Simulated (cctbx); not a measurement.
# Resonant diffraction in CeYZn3Co6Pd8

Space group P6_3/mmc (no. 194), a = 8.6630 Å, b = 8.6630 Å, c = 8.5250 Å, α = 90.00°, β = 90.00°, γ = 120.00°.

| atom | mult. | x | y | z | Ueq (Å²) |
| --- | --- | --- | --- | --- | --- |
| Ce1 | 2 | 0 | 0 | 1/4 | 0.0215 |
| Pd1 | 12 | 0.0378 | 0.3671 | 1/4 | 0.0272 |
| Pd2 | 4 | 2/3 | 1/3 | 0.6133 | 0.0233 |
| Y1 | 2 | 1/3 | 2/3 | 3/4 | 0.0478 |
| Zn1 | 6 | 1/2 | 1/2 | 1/2 | 0.0222 |
| Co1 | 12 | 0.8345 | 0.1655 | 0.4855 | 0.0282 |

This is a model crystal, built by substitution and not relaxed, with assumed displacement parameters.

Calculated with cctbx: free-atom f′ and f″ from the Sasaki tables, no fine structure; amplitudes in electrons.

| E (eV) | F 2 0 0 | F 2 0 2 | F 1 0 0 | F 2 1 1 |
| --- | --- | --- | --- | --- |
| 9059 | 36.0 | 99.7 | 49.4 | 11.9 |
| 9409 | 30.3 | 105.3 | 46.6 | 12.0 |
| 9539 | 25.8 | 109.6 | 44.8 | 12.0 |
| 9599 | 21.7 | 113.6 | 43.3 | 12.0 |
| 9629 | 17.5 | 117.7 | 41.8 | 12.0 |
| 9644 | 13.3 | 121.8 | 40.3 | 12.0 |
| 9651 | 9.6 | 125.4 | 39.0 | 12.0 |
| 9655 | 5.7 | 129.4 | 37.7 | 12.0 |
| 9663 | 17.4 | 127.3 | 36.2 | 12.0 |
| 9667 | 19.0 | 122.9 | 37.8 | 12.0 |
| 9674 | 21.2 | 118.9 | 39.2 | 12.0 |
| 9689 | 24.1 | 114.6 | 40.7 | 12.0 |
| 9719 | 27.5 | 110.3 | 42.1 | 12.0 |
| 9809 | 32.0 | 104.9 | 43.9 | 12.0 |
| 10059 | 37.4 | 98.9 | 45.8 | 12.0 |

**Question.** Which edge is crossed, and why do the reflections move as they do?

The K edge of Zn. The edge is at 9659 eV. f′ of Zn falls from -4.0 e at 9539 eV to -7.6 e at 4 eV below it, and f″ steps from 0.49 to 3.89 e across it. Over that approach |F| changes by -78 % (2 0 0), +18 % (2 0 2), -16 % (1 0 0) and +0 % (2 1 1): a reflection falls where Zn scatters in phase with the total and rises where it scatters against it; it hardly moves where the Zn term is small or cancels by symmetry. Above the edge the larger f″ enters the imaginary part, where it can add to or cancel the other atoms' f″. The structure is centrosymmetric, so Friedel mates stay equal.
